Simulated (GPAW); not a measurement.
# CO in line between two Sn chains: relaxation, then transmission at several levels, part 2 of 2

Aim: the conductance of CO in line between two Sn chains after relaxation, and whether geometry, basis or functional moves it most.

GPAW 26.7.0; GPAW LCAO, PAW setups; relaxation of the junction within the symmetry of its start, lead ends held (the session's first sound run).

So far, transmission at the Fermi level (one spin): step 3 (GPAW, dzp, PBE, GPAW) 1.32; step 4 (basis szp(dzp), PBE, GPAW) 1.39; step 5 (basis sz(dzp), PBE, GPAW) 1.45; step 6 (revPBE) 1.30.

## 7. Without the relaxation: geometry = "as built"

Level of this step: GPAW LCAO, PAW setups; Landauer transmission from Green's functions with principal layers (ASE), zero bias (GPAW).

The dzp basis with PBE on the structure as first built shows what the relaxation was worth.

run.py reads:

```python
import json
import numpy as np
from ase import Atoms
from ase.transport.calculators import TransportCalculator
from gpaw import GPAW, FermiDirac
from gpaw.lcao.tools import get_lcao_hamiltonian
from scipy.linalg import eigh

# The junction with lead layers at both ends, along the third cell vector
device = Atoms(
    ['Sn', 'Sn', 'Sn', 'Sn', 'Sn', 'Sn', 'C', 'O', 'Sn', 'Sn', 'Sn', 'Sn', 'Sn', 'Sn'],
    positions=[
        [4.50000, 4.50000, 1.37500],
        [4.50000, 4.50000, 4.12500],
        [4.50000, 4.50000, 6.87500],
        [4.50000, 4.50000, 9.62500],
        [4.50000, 4.50000, 12.37500],
        [4.50000, 4.50000, 15.12500],
        [4.50000, 4.50000, 17.08690],
        [4.50000, 4.50000, 18.24690],
        [4.50000, 4.50000, 20.09870],
        [4.50000, 4.50000, 22.84870],
        [4.50000, 4.50000, 25.59870],
        [4.50000, 4.50000, 28.34870],
        [4.50000, 4.50000, 31.09870],
        [4.50000, 4.50000, 33.84870]],
    cell=[[9.0, 0.0, 0.0], [0.0, 9.0, 0.0], [0.0, 0.0, 35.2237]],
    pbc=True)

# One principal layer of the lead: the first 3 atoms of the device
lead = Atoms(
    ['Sn', 'Sn', 'Sn'],
    positions=[
        [4.50000, 4.50000, 1.37500],
        [4.50000, 4.50000, 4.12500],
        [4.50000, 4.50000, 6.87500]],
    cell=[[9.0, 0.0, 0.0], [0.0, 9.0, 0.0], [0.0, 0.0, 8.25]],
    pbc=True)

settings = dict(mode='lcao', basis='dzp', xc='PBE', h=0.18,
                occupations=FermiDirac(0.1), maxiter=250,
                mixer=dict(beta=0.1, nmaxold=8, weight=100.0),
                convergence=dict(density=0.0001))
energies = np.arange(-2, 2 + 1e-9, 0.025)
eta = 0.0001
n1, n2 = 1, 1
# k and -k transmit alike, so half of the mesh across the current serves
mesh = [(i, j) for i in range(n1) for j in range(n2) if (i, j) <= (-i % n1, -j % n2)]
weights = np.array([1 if (i, j) == (-i % n1, -j % n2) else 2 for i, j in mesh]) / (n1 * n2)

# [... helper functions left out ...]
fermi_lead = ground_state(lead, (1, 1, 14), 'lead.txt')
fermi_device = ground_state(device, (1, 1, 2), 'device.txt')
# [... loop over the mesh left out, but for ...]
        # Shift the lead onto the potential of the device's first layer
        shift = ((H[:, 0, 0] - H0[:, 0, 0]) / S0[0, 0]).real.mean()
# [...]
kT = 8.617333e-5 * 300
bias = [0.1, 0.2, 0.5, 1.0, 1.5, 2.0]
# [... integrals and printing left out ...]
```

Command:

```
OMP_NUM_THREADS=1 OPENBLAS_NUM_THREADS=1 python run.py
```

The log of the run:

```text
basis functions: device 302, principal layer 69
Fermi level: lead -2.9469 eV, device -2.8987 eV; lead shifted by -0.0216 eV
largest coupling past the next layer 3.84e-07 eV, largest misfit of the first layer 0.020 eV
  E-E_F (eV)   T (one spin)  [channel counts left out]
    -2.000    4.1232e-02
    -1.975    4.1761e-02
    -1.950    4.2272e-02
[...]
1.975    1.0937e+00
     2.000    1.0867e+00
conductance at 300 K: 1.8863 G0 a cell; thermopower 1 uV/K
current from the zero-bias T(E) at 0.1 V: 14.608 uA
current from the zero-bias T(E) at 0.2 V: 29.171 uA
current from the zero-bias T(E) at 0.5 V: 72.204 uA
current from the zero-bias T(E) at 1.0 V: 140.73 uA
current from the zero-bias T(E) at 1.5 V: 203.08 uA
current from the zero-bias T(E) at 2.0 V: 236.77 uA
```

Elapsed: 1.7 min, on 1 thread of Arm Neoverse V1, shared host; peak memory 1.7 GiB.

This step gave:

| Quantity | Value |
| --- | --- |
| conductance | 1.886 G₀ |
| largest coupling past the next principal layer | 3.84e-7 eV |
| largest misfit of the first principal layer | 0.02025 eV |
| shift that aligns the lead | -0.02155 eV |
| transmission at the Fermi level (one spin) | 1.889 |

The conductance, 1.89 G₀, lies 43 % above that of the dzp run.

## 8. All levels side by side

Times are for 1 thread of Arm Neoverse V1, shared host. The runs compared:

```csv
no.,run,conductance (G₀),time,memory (GiB)
1,dzp,1.315,1.8 min,1.7
2,szp,1.379,78 s,1.6
3,sz,1.449,59 s,1.5
4,dzp revPBE,1.299,1.8 min,1.7
5,asbuilt,1.886,1.7 min,1.7
```

## 9. The levels side by side

The curves are compared point by point over the common energies.

This step: comparison of transmission and cost over codes, levels and geometry (GPAW 26.7.0).

Ladder, by row:

```csv
step,code,T at the Fermi level (sum over the listed spins),conductance (G0),r.m.s. T(E) from the first,wall time (s),peak memory (GiB),threads
dzp,GPAW,1.321,1.315,0,107.5,1.68,1
szp,GPAW,1.385,1.379,0.05065,78.1,1.65,1
sz,GPAW,1.455,1.449,0.1118,58.76,1.53,1
dzp-revPBE,GPAW,1.305,1.299,0.0103,105.7,1.68,1
asbuilt,GPAW,1.889,1.886,0.4609,103.5,1.68,1
```

Transmission, zone mean, sum over the listed spins against energy, zero at the Fermi level:

```csv
energy (eV),dzp,szp,sz,dzp-revPBE,asbuilt
-2.000,0.0498,0.0469,0.0552,0.0511,0.0412
-1.800,0.0558,0.0543,0.0617,0.0571,0.0450
-1.600,0.0610,0.0609,0.0677,0.0623,0.0482
-1.400,0.0659,0.0671,0.0734,0.0670,0.0511
-1.200,0.0705,0.0729,0.0791,0.0714,0.0538
-1.000,0.0750,0.0785,0.0846,0.0757,0.0564
-0.800,0.503,0.0839,0.887,0.529,0.722
-0.600,1.08,1.10,1.16,1.06,1.82
-0.400,1.07,1.12,1.18,1.06,1.85
-0.200,1.26,1.31,1.39,1.25,1.89
-0.050,1.33,1.39,1.46,1.31,1.90
0.000,1.32,1.39,1.45,1.30,1.89
0.200,1.20,1.27,1.34,1.18,1.80
0.400,1.07,1.14,1.22,1.05,1.66
0.600,1.00,1.06,1.14,0.992,1.54
0.800,0.957,0.997,1.07,0.948,1.44
1.000,0.895,0.918,0.978,0.886,1.35
1.200,0.823,0.834,0.878,0.815,1.27
1.400,0.767,0.772,0.797,0.759,1.21
1.600,0.738,0.740,0.751,0.731,1.17
1.800,0.729,0.731,0.736,0.722,1.14
2.000,0.724,0.728,0.737,0.717,1.09
```

## 10. A varied run

One more run, with changed settings.

This step: GPAW LCAO, PAW setups; Landauer transmission from Green's functions with principal layers (ASE), zero bias (GPAW 26.7.0).

run.py: that of step 7 with these lines changed.

```diff
@@ -17,6 +17,6 @@
         [4.50000, 4.50000, 12.37500],
-        [4.50000, 4.50000, 15.12500],
-        [4.50000, 4.50000, 17.08690],
-        [4.50000, 4.50000, 18.24690],
-        [4.50000, 4.50000, 20.09870],
+        [4.50000, 4.50000, 14.91450],
+        [4.50000, 4.50000, 16.85468],
+        [4.50000, 4.50000, 18.06426],
+        [4.50000, 4.50000, 20.26940],
         [4.50000, 4.50000, 22.84870],
@@ -39,4 +39,4 @@
 
-settings = dict(mode='lcao', basis='dzp', xc='PBE', h=0.18,
-                occupations=FermiDirac(0.1), maxiter=250,
+settings = dict(mode='lcao', basis='dzp', xc='pbe96', h=0.18,
+                occupations=FermiDirac(0.1), maxiter=100,
                 mixer=dict(beta=0.1, nmaxold=8, weight=100.0),
```

The log of the run:

```text
NameError: Unknown functional: pbe96.
```

Wall time 0.79 s (1 thread); peak memory 0.1 GiB.

The program refused the input before any cycle.

The program's message: “NameError: Unknown functional: pbe96.”

The change that led to it: xc = "pbe96".

## 11. Results

```
conductance                                        : 1.32 G₀
transmission at the Fermi level, mean of the spins : 1.32
thermopower                                        : about 0 (under 1.5 μV/K)
```

In the dzp basis the junction conducts 1.32 G₀ at 300 K, with T = 1.32 a spin at the Fermi level; the szp basis reaches that conductance within 10 %. Relaxation moved atoms by up to 0.23 Å and took the conductance from 1.89 to 1.32 G₀, as a ratio a larger change than the step from dzp to the minimal basis. At the Fermi level the three most open eigenchannels pass 0.61, 0.61 and 0.093. Measured against the first run (dzp), the nearest curve is that of dzp-revPBE (r.m.s. 0.010) and the farthest that of asbuilt (0.46). Over the compared runs wall time goes from 59 s (sz) to 108 s (dzp), on a shared host. The leads kept an estimated spacing and the cell its length, so the junction may be under some tension or compression. The geometry comes from the orbital basis, which tends to overbind, and kept the symmetry of the start, so a structure of lower symmetry may lie lower. Spin-orbit coupling is left out, which matters for the heavy atoms here. An evenly spaced straight chain is an idealisation: free chains tend to dimerise, zigzag or, where a band edge lies near the Fermi level, turn magnetic. The currents use the zero-bias T(E) throughout, which holds only while the bias is small against the distance to the nearest feature.

[Logs are printed without paths, hosts, clocks, repeated set-up lines and the standing remarks that a program may print on its own settings, such as how far it seeks lower states.]

[Hosts, paths, dates, database ids (printed as entryN), source tags and the programs' standing remarks are cut or masked in the printed files.]
